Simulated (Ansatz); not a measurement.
**PbO (model cell, started as layered BN type): following an unstable mode**

Aim: this structure of PbO (model cell, started as layered BN type) is to be tested for unstable modes, and one is followed downhill.

Program: Ansatz 0.2.0. Level of theory: DFT PBEsol, scalar-relativistic, plane waves, PAW. Results are calculated unless marked as measured.

The structure was built from a prototype and need not be the compound's stable phase.

## (1) Starting point

It takes space group P6_3/mmc (No. 194, hexagonal). The conventional cell has a = 4.239 Å, b = 4.239 Å, c = 5.243 Å, α = 90.00°, β = 90.00°, γ = 120.00°. Pb has 5 O at 2.45 to 2.62 Å nearest. O has 5 Pb at 2.45 to 2.62 Å nearest. Farther neighbours and most contacts between anions are not listed.

## (2) Linear response at the zone centre

The cell comes from relaxations at this level that are not shown. The zone centre is the only wavevector solved here; it holds the modes that light can see, as far as symmetry allows. The response to a homogeneous field gives the Born charges and the dielectric tensor, and its change with displacement the Raman tensors.

input.yaml reads:

```yaml
crystal:
  lattice:
    - [4.2390597916, 2.965e-06, 0.0]
    - [-2.1195324636, 3.6711319852, 0.0]
    - [0.0, 0.0, 5.2433493857]
  atoms:
    - { symbol: Pb, position: [0.3333333333, 0.6666666667, 0.25] }
    - { symbol: Pb, position: [0.6666666667, 0.3333333333, 0.75] }
    - { symbol: O, position: [0.6666666667, 0.3333333333, 0.25] }
    - { symbol: O, position: [0.3333333333, 0.6666666667, 0.75] }
kpoints:
  mp_grid: { grid: [10, 10, 4] }
hamiltonian:
  xc: pbesol
scf:
  occupations: { method: fixed }
output:
  eigenvalues: true
phonons:
  method: dfpt
  dielectric: true
  rigid_motions: translations
  raman: true
```

Run with:

```
$ ansatz run input.yaml --threads 4 --pin off --max-ram 7168MiB --backend cpu --events-out ev --progress --plain --runs-dir out
```

Numbers of over 12 decimals in the logs are rounded to 6 here.

Log:

```text
Engine: ansatz 0.2.0, aarch64-unknown-linux-gnu
Pseudopotentials: kind: paw
Pseudopotential: Pb, paw, valence charge 14, recommended cutoff 420 eV (normal), Pb.paw.azcp
Pseudopotential: O, paw, valence charge 6, recommended cutoff 420 eV (normal), O.paw.azcp
Functional definition: PBEsol
  exchange = pbesol_x
  correlation = pbesol_c
Crystal: 4 atoms, lattice volume = 81.598 Å³
Basis set: ecut = 420 eV, 1595 PW (Γ), exchange–correlation on 60×60×72 points (8 copies of the dense FFT grid, shifted against one another)
Bands: 24, of which v1, the nominal top of the filled ones, is band 20 counted from 1 (19 counted from 0)
Symmetry: 24 space group operations
k-points: 117 of 400 (irreducible under 2 space group operations, time reversal used)
Non-local potential: Pb, projectors of the file, l = 0: 2, l = 1: 2, l = 2: 2, l = 3: 2
Non-local potential: O, projectors of the file, l = 0: 2, l = 1: 2, l = 2: 1
PAW form: soft (Blöchl's): semilocal exchange-correlation on the pseudo side does not see the compensation charge
PAW frozen core: Pb, regenerated for the run's functional, and the local potential with it (the file was generated under x = pbe(κ = 0.804, μ = 0.219515), c = pbe(β = 0.066725))
PAW frozen core: O, regenerated for the run's functional, and the local potential with it (the file was generated under x = pbe(κ = 0.804, μ = 0.219515), c = pbe(β = 0.066725))
PAW one-centre angular grid: Pb, 590 points (default); XC on 64 Gauss nodes
PAW one-centre angular grid: O, 110 points (default); XC on 64 Gauss nodes
Initial density: superposition of atomic densities (neutral atoms: chi_scale 0, normalization atom), corrected by the library's trained network
Initial wavefunctions: pseudopotential atomic-orbital guess
Functional: x = pbesol(κ = 0.804, μ = 0.123457), c = pbesol(β = 0.046)
SCF iter   1: F=—  HF=-24630.146875 eV  |F-HF|=—  |Δ(HF+E_count)|=         —  Δρ=1.95e-2  dr2=3.09e-1  ethr=1.77e-3  ⟨swp⟩=5.0  Hψ=10594  notcnv=0  defer=220
preconditioner: auto → Resta (q_TF=auto, 2.423 Å⁻¹)  ε∞=4.1  [insulator: Δε(μ)=1.055 eV  Ē_g=14.834 eV  n_scr=22 (ndim 8)  ℏωp=26.0 eV  f_vac=0.090  ε∞_Penn≈4.1]
SCF iter   2: F=—  HF=-24630.106390 eV  |F-HF|=—  |Δ(HF+E_count)|=   4.05e-2  Δρ=1.12e-2  dr2=8.35e-2  ethr=7.73e-4  ⟨swp⟩=2.0  Hψ=4740  notcnv=0  defer=224
SCF iter   3: F=—  HF=-24630.089454 eV  |F-HF|=—  |Δ(HF+E_count)|=   1.69e-2  Δρ=1.51e-3  dr2=8.91e-4  ethr=2.09e-4  ⟨swp⟩=2.0  Hψ=3708  notcnv=0  defer=230
SCF iter   4: F=—  HF=-24630.089403 eV  |F-HF|=—  |Δ(HF+E_count)|=   5.03e-5  Δρ=3.46e-4  dr2=1.30e-4  ethr=2.23e-6  ⟨swp⟩=2.1  Hψ=5301  notcnv=0  defer=232
SCF iter   5: F=—  HF=-24630.089392 eV  |F-HF|=—  |Δ(HF+E_count)|=   1.19e-5  Δρ=7.01e-5  dr2=3.44e-6  ethr=3.25e-7  ⟨swp⟩=2.0  Hψ=3580  notcnv=0  defer=202
SCF iter   6: F=—  HF=-24630.089394 eV  |F-HF|=—  |Δ(HF+E_count)|=   2.09e-6  Δρ=1.31e-5  dr2=1.83e-7  ethr=8.61e-9  ⟨swp⟩=2.0  Hψ=3659  notcnv=0  defer=148
SCF iter   7: F=—  HF=-24630.089394 eV  |F-HF|=—  |Δ(HF+E_count)|=   1.79e-7  Δρ=4.31e-6  dr2=1.84e-8  ethr=4.58e-10  ⟨swp⟩=2.1  Hψ=3851  notcnv=0  defer=148
SCF iter   8: F=—  HF=-24630.089394 eV  |F-HF|=—  |Δ(HF+E_count)|=   8.38e-9  Δρ=1.34e-6  dr2=1.61e-9  ethr=4.61e-11  ⟨swp⟩=2.0  Hψ=4914  notcnv=0  defer=148
SCF iter   9: F=-24630.089394 eV  HF=-24630.089394 eV  |F-HF|=4.37e-11  |Δ(HF+E_count)|=  5.60e-10  Δρ=2.93e-7  dr2=8.99e-11  ethr=1.00e-12  ⟨swp⟩=7.6  Hψ=20042  notcnv=0
SCF 1 converged in 9 iterations: F = -24630.089394 eV  dr2 = 8.99e-11
  greatest PAW one-centre occupation: 0.983 electrons in one spin orbital (limit 2), on the Pb atom at site 1 (counted from 0), in its partial waves of l = 2
NSCF: frozen V_eff on 2 k-points
DFPT response loops at Γ: preconditioner auto → Resta (q_TF=auto, 2.423 Å⁻¹)  ε∞=6.9 (no band partly filled); β = 1.00, the filter's whole step (`scf.mixing.beta` (0.50) is not read by the response loops at its default; to damp them type it under 1.00, their step now; it binds the ground state too); Broyden in place of MSR1
── the response to a field inside a basis, on 12×12×8 k-points: an SCF that follows is theirs, and a resumed run solves both again ──
Bands: 21, of which v1, the nominal top of the filled ones, is band 20 counted from 1 (19 counted from 0)
k-points: 168
Initial density: handed on by an earlier stage of this run
Initial wavefunctions: pseudopotential atomic-orbital guess (no wavefunctions were taken with the density)
Eigensolver: Dense (168 Hₖ)
SCF iter   1: F=—  HF=-24630.094294 eV  |F-HF|=—  |Δ(HF+E_count)|=         —  Δρ=6.93e-4  dr2=1.75e-4  ethr=1.00e-1
preconditioner: auto → Resta (q_TF=auto, 2.423 Å⁻¹)  ε∞=4.7  [insulator: Δε(μ)=1.292 eV  Ē_g=13.523 eV  n_scr=22 (ndim 8)  ℏωp=26.0 eV  f_vac=0.091  ε∞_Penn≈4.7]
SCF iter   2: F=—  HF=-24630.094264 eV  |F-HF|=—  |Δ(HF+E_count)|=   2.97e-5  Δρ=3.84e-4  dr2=3.40e-5  ethr=4.38e-7
SCF iter   3: F=—  HF=-24630.094258 eV  |F-HF|=—  |Δ(HF+E_count)|=   6.29e-6  Δρ=1.62e-4  dr2=1.42e-5  ethr=8.49e-8
SCF iter   4: F=—  HF=-24630.094255 eV  |F-HF|=—  |Δ(HF+E_count)|=   2.60e-6  Δρ=1.74e-5  dr2=3.07e-7  ethr=3.54e-8
SCF iter   5: F=—  HF=-24630.094256 eV  |F-HF|=—  |Δ(HF+E_count)|=   4.71e-8  Δρ=3.04e-6  dr2=1.81e-8  ethr=7.68e-10
SCF iter   6: F=—  HF=-24630.094256 eV  |F-HF|=—  |Δ(HF+E_count)|=   1.39e-8  Δρ=1.13e-6  dr2=1.67e-9  ethr=4.53e-11
SCF iter   7: F=-24630.094256 eV  HF=-24630.094256 eV  |F-HF|=8.00e-11  |Δ(HF+E_count)|=   2.27e-9  Δρ=1.92e-7  dr2=3.14e-11  ethr=4.18e-12
SCF 1 converged in 7 iterations: F = -24630.094256 eV  dr2 = 3.14e-11
DFPT response loops at Γ: preconditioner auto → Resta (q_TF=auto, 2.423 Å⁻¹)  ε∞=6.8 (no band partly filled); β = 1.00, the filter's whole step (`scf.mixing.beta` (0.50) is not read by the response loops at its default; to damp them type it under 1.00, their step now; it binds the ground state too); Broyden in place of MSR1
DFPT response loops at Γ: mixed as the last ones told, above
WARN: field response: ε∞ stands inside a basis, on 12×12×8 points; the force constants stand on the 10×10×4 k-mesh, whose period is 9.53 times the interband length at k = (0.3000, 0.3000, -0.5000), direct gap 1.271 eV, under 14: take them and everything formed from them as unconverged, and compare with a denser kpoints.mp_grid
SCF converged after 9 iterations
Free energy (F): -24630.089394 eV
Harris-Foulkes:  -24630.089394 eV  (|F-HF|=4.37e-11)
Internal energy: -24630.089394 eV  (E = F + TS)
E sigma→0 (E₀):  -24630.089394 eV
Fermi energy:    8.604809 eV
--- Per-component energies (eV) ---
  E_band       = -115.831298
  E_kinetic    = 921.026406
  E_local      = -2951.782812  (includes V_loc(G=0)·N_el)
  E_nonlocal   = 801.085010
  E_hartree    = 1149.426616
  E_xc         = -584.794495
  E_vxc        = -453.340921  (∫ρ·V_xc dr)
  E_paw        = -20809.500431  (= ΣΔE_a)
  E_vpaw       = -731.677040  (= ΣTr[D̂ρ^β])
  E_aug_tail   = 0.004747  (compensation charges beyond the density's cutoff)
  E_ewald      = -3155.749244
  E_core_change = 0.194809  (= ΣΔE_core)
  E_smearing   = -0.000000  (= −TS)
  E_closure    = -0.000000  (closes the sum)
  Σ components = -24630.089394   (vs F -24630.089394, Δ=0.00e0)
--- Band table (eV; the first three rows and the last of 117) ---
  k-point 0: bands = [... 16 lower, 5.1597, 6.0098, 6.0327, 6.0327, 12.5038, 12.7613, 12.7613, 13.4563]
  k-point 1: bands = [... 16 lower, 5.3129, 5.9380, 5.9380, 6.6381, 12.0029, 12.6671, 12.6671, 13.1530]
  k-point 2: bands = [... 16 lower, 5.6542, 5.6542, 7.1234, 7.1234, 11.8540, 11.8540, 12.7256, 12.7256]
  k-point 116: bands = [... 16 lower, 5.1716, 5.9239, 7.6645, 7.8537, 10.5751, 10.9798, 12.4264, 13.2621]
--- Phonons (Γ-DFPT): 4 representative perturbations + reference, on 117 of 400 k-points (Σ response iterations 13) ---
  k mesh reduced under 2 symmetry operations, with k and −k counted as one. Each operation leaves every solved perturbation unchanged. A smaller set is not considered because the run solves the response to a homogeneous field
  ASR residual: 2.490e-4 → 0.000e0 eV/Å²; symmetrization residual: 1.266e-4 eV/Å²
  ASR residual per site (eV/Å²): 7.48e-5 7.48e-5 2.49e-4 2.49e-4
  Γ frequencies (cm⁻¹): -205.96 -127.70 0.00 0.00 0.00 57.84 57.84 102.17 217.77 217.77 247.45 247.45
  ε∞ (high-frequency dielectric tensor):
        8.320090    -0.000000     0.000000
       -0.000000     8.320090     0.000000
        0.000000     0.000000    10.752695
  softest optical mode at Γ: -205.96 cm⁻¹; the repairs (sum rule, projections) moved no ω² at Γ by more than (5.48 cm⁻¹)²
  Born effective charges Z* (e; rows j = field, columns β = displacement):
    site 0:
         2.40852   -0.00000    0.00000
        -0.00000    2.40852    0.00000
         0.00000    0.00000    3.57987
    site 1:
         2.40852   -0.00000    0.00000
        -0.00000    2.40852    0.00000
         0.00000    0.00000    3.57987
    site 2:
        -2.40852    0.00000    0.00000
         0.00000   -2.40852    0.00000
         0.00000    0.00000   -3.57987
    site 3:
        -2.40852    0.00000    0.00000
         0.00000   -2.40852    0.00000
         0.00000    0.00000   -3.57987
  Z* charge neutrality: 9.612e-3 e pre-enforcement
  solved inside a basis spanned on kpoints, on 12×12×8 k-points transformed towards the longest dipole: ε∞ is read to err by 5.2e-2, Z* by 3.8e-2 e (field_mesh: kpoints solves on kpoints); Z* is corrected for what the basis lacks
  Raman tensors (in the event stream and the table raman_tensors.tsv): an entry may err by 1.3e0 Å², one of the second-order susceptibility by 8.3e-19 pm/V (basis, points and sum rule); their sum over the sites missed zero by 1.421e-14 Å² ahead of its enforcement
  optical modes at Γ without the LO–TO term, one row a degenerate level:
      ω (cm⁻¹)  modes    IR ((D/Å)²/amu)  static Raman (Å⁴/amu)  depolarisation
       -205.96      1             0.0000                 0.0000               —
       -127.70      1            39.8141                 0.0000               —
         57.84      2             0.0000                 8.8225           0.750
        102.17      1             0.0000                 0.0000               —
        217.77      2             0.0000               935.6715           0.750
        247.45      2            36.0440                 0.0000               —
  optical modes at Γ + LO–TO along q̂ = [1.0000, 0.0000, 0.0000]:
      ω (cm⁻¹)  modes    IR ((D/Å)²/amu)  static Raman (Å⁴/amu)  depolarisation
       -205.96      1             0.0000                 0.0000               —
       -127.70      1            39.8141                 0.0000               —
         57.84      2             0.0000                 8.8225           0.750
        102.17      1             0.0000                 0.0000               —
        217.77      2             0.0000               935.6715           0.750
        247.45      1            18.0220                 0.0000               —
        343.30      1            18.0220                 0.0000               —
  optical modes at Γ + LO–TO along q̂ = [0.0000, 1.0000, 0.0000]:
      ω (cm⁻¹)  modes    IR ((D/Å)²/amu)  static Raman (Å⁴/amu)  depolarisation
       -205.96      1             0.0000                 0.0000               —
       -127.70      1            39.8141                 0.0000               —
         57.84      2             0.0000                 8.8225           0.750
        102.17      1             0.0000                 0.0000               —
        217.77      2             0.0000               935.6715           0.750
        247.45      1            18.0220                 0.0000               —
        343.30      1            18.0220                 0.0000               —
  optical modes at Γ + LO–TO along q̂ = [0.0000, 0.0000, 1.0000]:
      ω (cm⁻¹)  modes    IR ((D/Å)²/amu)  static Raman (Å⁴/amu)  depolarisation
       -205.96      1             0.0000                 0.0000               —
         57.84      2             0.0000                 8.8225           0.750
        102.17      1             0.0000                 0.0000               —
        217.77      2             0.0000               935.6715           0.750
        247.45      2            36.0440                 0.0000               —
        283.68      1            39.8141                 0.0000               —
```

Wall time 33 min (4 threads of Arm Neoverse N1, shared host); peak memory 2.6 GiB; 69 min of CPU time.

A gap read on the k-mesh alone can miss the band edges.

Numbers from this step:

| Quantity | Value |
| --- | --- |
| gap on the k-mesh | 1.271 eV |
| volume per atom | 20.40 Å³ |
| sum-rule residual before enforcement | 2.49e-4 eV/Å² |
| miss of the charge sum rule | 0.009612 e |
| estimated error of the dielectric tensor | 0.05237 |
| estimated error of the Born charges | 0.03762 e |
| point group | 6/mmm |
| highest optical mode at the zone centre (no LO-TO term) | 247.4 cm⁻¹ |
| lowest optical zone-centre mode | -206.0 cm⁻¹ |
| mean high-frequency dielectric constant | 9.131 |
| largest Born charge (third of the trace) | 2.799 e |
| top of the zone-centre spectrum with the field | 343.3 cm⁻¹ |

Without the LO-TO term. Patterns of degenerate modes are one choice out of their space. Modes at Γ, with each element's share of the kinetic energy (negative means imaginary):

| mode | frequency (cm⁻¹) | symmetry | Pb % | O % |
| --- | --- | --- | --- | --- |
| 1 | -206.0 | B1g | 3 | 97 |
| 2 | -127.7 | A2u | 7 | 93 |
| 3 | 0.0 | acoustic | 93 | 7 |
| 4 | 0.0 | acoustic | 93 | 7 |
| 5 | 0.0 | acoustic | 93 | 7 |
| 6 | 57.8 | E2g | 90 | 10 |
| 7 | 57.8 | E2g | 90 | 10 |
| 8 | 102.2 | B1g | 97 | 3 |
| 9 | 217.8 | E2g | 10 | 90 |
| 10 | 217.8 | E2g | 10 | 90 |
| 11 | 247.4 | E1u | 7 | 93 |
| 12 | 247.4 | E1u | 7 | 93 |

Displacements in mode 1 (-206.0 cm⁻¹), the largest set to 1:
```
Pb1  0.00  0.00 -0.05
Pb2  0.00  0.00  0.05
O3   0.00  0.00 -1.00
O4   0.00  0.00  1.00
```

Displacements in mode 12 (247.4 cm⁻¹), the largest set to 1:
```
Pb1 -0.08  0.00  0.00
Pb2 -0.08  0.00  0.00
O3   1.00  0.00  0.00
O4   1.00  0.00  0.00
```

Before it was imposed, the acoustic sum rule was missed by 2.5e-4 eV/Å² and the charge sum rule by 0.0096 e. Small misses are needed for a sound result but don't prove that mesh and cutoff are converged. The lowest optical mode is imaginary, 206.0i cm⁻¹, so the energy falls along it.

The log warns of the k mesh: “the force constants stand on the 10×10×4 k-mesh, whose period is 9.53 times the interband length at k = (0.3000, 0.3000, -0.5000), direct gap 1.271 eV, under 14: take them and everything formed from them as unconverged”.

## (3) The mode frozen in, largest atomic shift 0 Å

The mode followed lies at Γ with frequency 206.0i cm⁻¹, the softest among the wavevectors solved. At small amplitude the distorted cell has space group no. 164 by a symmetry search on the positions. The undistorted cell that holds it gives the zero of energy on the same k mesh.

input.yaml: that of step 2 with these lines changed.

```diff
@@ -15,9 +15,6 @@
 scf:
-  occupations: { method: fixed }
+  occupations: { method: gaussian, width: 0.02 }
 output:
+  forces: true
+  stress: true
   eigenvalues: true
-phonons:
-  method: dfpt
-  dielectric: true
-  rigid_motions: translations
-  raman: true
```

Log:

```text
[...]
Crystal: 4 atoms, lattice volume = 81.598 Å³
Basis set: ecut = 420 eV, 1595 PW (Γ), exchange–correlation on 60×60×72 points (8 copies of the dense FFT grid, shifted against one another)
Bands: 24, of which v1, the nominal top of the filled ones, is band 20 counted from 1 (19 counted from 0)
Symmetry: 24 space group operations
[...]
k-points: 42 of 400
[...]
--- Band table (eV; the first three rows and the last of 42) ---
  k-point 0: bands = [... 16 lower, 5.1596, 6.0098, 6.0327, 6.0327, 12.5038, 12.7613, 12.7613, 13.4563]
  k-point 1: bands = [... 16 lower, 5.3129, 5.9380, 5.9380, 6.6381, 12.0029, 12.6671, 12.6671, 13.1530]
  k-point 2: bands = [... 16 lower, 5.6542, 5.6542, 7.1234, 7.1234, 11.8541, 11.8541, 12.7256, 12.7256]
  k-point 41: bands = [... 16 lower, 6.3479, 6.3479, 8.6048, 8.6048, 9.8762, 9.8762, 11.9153, 11.9153]
[key lines of the parts left out:]
SCF converged after 7 iterations
Free energy (F): -24630.089394 eV
Fermi energy:    9.240522 eV
P = ⅓ Tr σ = 0.0028 GPa (0.028 kbar)
```

Run time: 7.2 s. Hardware: 4 threads; peak memory 0.4 GiB.

Numbers from this step:

* pressure: 0.002798 GPa
* energy from the undistorted cell: 0 meV/atom

At this level the gap is 1.27 eV on the k-mesh of the self-consistent run, which can miss the band edges.

## (4) The mode frozen in, largest atomic shift 0.32 Å

The atoms are moved along the unstable eigenvector, the largest shift by 0.32 Å, with the cell fixed.

input.yaml, the sections that differ from step 3:

```yaml
crystal:
  lattice:
    - [4.2390597916, 2.965e-06, 0.0]
    - [-2.1195324636, 3.6711319852, 0.0]
    - [0.0, 0.0, 5.2433493857]
  atoms:
    - { symbol: Pb, position: [0.3333333333, 0.6666666667, 0.246844441] }
    - { symbol: Pb, position: [0.6666666667, 0.3333333333, 0.753155559] }
    - { symbol: O, position: [0.6666666667, 0.3333333333, 0.1889703076] }
    - { symbol: O, position: [0.3333333333, 0.6666666667, 0.8110296924] }
# kpoints, hamiltonian, scf, output: as in step 3
```

Log:

```text
[...]
Crystal: 4 atoms, lattice volume = 81.598 Å³
Basis set: ecut = 420 eV, 1595 PW (Γ), exchange–correlation on 60×60×72 points (8 copies of the dense FFT grid, shifted against one another)
Bands: 24, of which v1, the nominal top of the filled ones, is band 20 counted from 1 (19 counted from 0)
Symmetry: 12 space group operations
[...]
k-points: 50 of 400
[...]
--- Band table (eV; the first three rows and the last of 50) ---
  k-point 0: bands = [... 16 lower, 5.0441, 6.1267, 6.1267, 6.7229, 12.5009, 12.7204, 12.7204, 13.4956]
  k-point 1: bands = [... 16 lower, 5.1635, 6.0706, 6.0706, 7.3131, 11.9088, 12.4535, 12.4535, 13.3954]
  k-point 2: bands = [... 16 lower, 5.9856, 5.9856, 6.3271, 7.8576, 11.1718, 12.2258, 12.2258, 13.2022]
  k-point 49: bands = [... 16 lower, 6.2441, 6.3554, 7.8863, 8.0667, 10.3498, 10.5773, 11.2529, 12.6023]
[key lines of the parts left out:]
SCF converged after 7 iterations
Free energy (F): -24630.253457 eV
Fermi energy:    8.593915 eV
P = ⅓ Tr σ = 0.7578 GPa (7.578 kbar)
```

The job ended after 8.3 s (4 threads; peak memory 0.4 GiB).

Numbers from this step:

* pressure: 0.7578 GPa
* gap on the k-mesh: 0.9477 eV
* energy from the undistorted cell: -41.02 meV/atom

The energy, extrapolated to zero smearing, is -41.02 meV/atom against the undistorted cell.

The run ends at a pressure of 0.76 GPa, with forces up to 0.20 eV/Å.

## (5) Energy along the mode, all amplitudes (two of the runs are shown above)

An imaginary frequency means negative curvature, so the energy should fall and then rise again as anharmonic terms take over.

Numbers from this step:

```
depth at the lowest point sampled  : 41.02 meV/atom
largest atomic shift at that point : 0.32 Å
```

Table of energy from the parent by largest atomic shift:

| largest atomic shift (Å) | energy from the parent (meV/atom) |
| --- | --- |
| 0.000 | 0 |
| 0.040 | -1.03 |
| 0.080 | -4.03 |
| 0.140 | -11.7 |
| 0.220 | -25.6 |
| 0.320 | -41.0 |
| 0.450 | -30.9 |
| 0.600 | 101 |

Displacement at unit largest shift by atom:

| atom | x (Å) | y (Å) | z (Å) | size |
| --- | --- | --- | --- | --- |
| Pb1 | 0.00 | 0.00 | -0.05 | 0.05 |
| Pb2 | 0.00 | 0.00 | 0.05 | 0.05 |
| O3 | 0.00 | 0.00 | -1.00 | 1.00 |
| O4 | 0.00 | 0.00 | 1.00 | 1.00 |

The lowest of the steps tried is at 0.32 Å, 41.0 meV/atom below the parent; the bottom of the well need not coincide with a step.

(Part 1 of 3 ends here.)

[Logs are printed without paths, hosts, clocks, repeated set-up lines and the standing remarks that a program may print on its own settings, such as how far it seeks lower states.]

[Hosts, paths, dates, database ids (printed as entryN), source tags and the programs' standing remarks are cut or masked in the printed files.]
